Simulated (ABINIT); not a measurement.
Records of electronic-structure calculations.

```
BaH2 (P6_3/mmc): one start, several treatments of the self-energy
1.0
     4.46203    0.00000    0.00000
    -2.23101    3.86423    0.00000
     0.00000    0.00000    6.05529
Ba H
2 4
Direct
  0.66667 0.33333 0.75000
  0.33333 0.66667 0.25000
  0.33333 0.66667 0.75000
  0.66667 0.33333 0.25000
  0.00000 0.00000 0.50000
  0.00000 0.00000 0.00000
# method: RPA screening on PBEsol, plane waves, norm-conserving pseudopotentials (and 5 further levels or steps)
# program: ABINIT 10.8.3
# settings: cutoff 32 Ha, PseudoDojo scalar-relativistic 0.4.1 standard, norm-conserving, ngkpt (3, 3, 2), nband 323, ecuteps 7 Ha, gwcalctyp 1, nfreqim 16, inclvkb 2, shiftk (0, 0, 0), symchi 1, awtr 1, frequency ac, 3×3×2 k-mesh
# cost: 13 runs, 13 min in all on 8 MPI ranks of Intel Xeon Platinum 8488C (Sapphire Rapids), shared host
# notes: The program’s warnings: nproc spkpt=  >= nkpt= * nsppol=. The cell and positions are those that the Materials Project relaxed with its own functionals (PBE, PBE+U or r2SCAN), kept fixed. Limits: no spin-orbit coupling. Static COHSEX lies above G0W0: it lacks the factor Z and overstates the Coulomb hole of the filled states. The 3×3×2 mesh is coarse for this cell, which bears on the long-range parts of exchange and screening.
# G0W0, Godby-Needs plasmon pole: 3.054 eV
# G0W0, Hybertsen-Louie plasmon pole: 3.143 eV
# G0W0, von der Linden-Horsch plasmon pole: 3.086 eV
# G0W0, Engel-Farid plasmon pole: 2.995 eV
# one-shot SEX: 2.203 eV
# one-shot COHSEX: 3.964 eV
# one-shot Hartree-Fock: 8.649 eV
# G0W0, contour deformation: 2.926 eV
# G0W0, analytic continuation: 2.799 eV
# known limits: short of the basis limit; no spin-orbit coupling; coarse k mesh
```

[Long decimals in the printed logs are rounded to 6 places.]

[Logs are printed without paths, hosts, clocks, repeated set-up lines and the standing remarks that a program may print on its own settings, such as how far it seeks lower states.]

[Paths, hosts, dates, memory and timing lines, banners, echoed tables and standing remarks are left out of the program output; an Ansatz launch command may be rebuilt from the run's recorded settings. Measured values are a selection of at most five: reports struck by readers or far from the other reports are left out. None is set beside runs whose start may be inverted or whose files or cutoffs have a known fault.]

[Runs of the session that timed out or met a known fault of the program may be left out.]

[Hosts, paths, dates, database ids (printed as entryN), source tags and the programs' standing remarks are cut or masked in the printed files.]

[G0W0 gaps are taken among the corrected bands and points alone; a level outside them can change the order at an edge.]

[Where Ansatz stands beside ABINIT at settings called matched, ABINIT's density can come from a denser mesh and the files from another edition; pairs whose starting gaps differed by over 0.03 eV were left out, so agreement reads better than it is.]
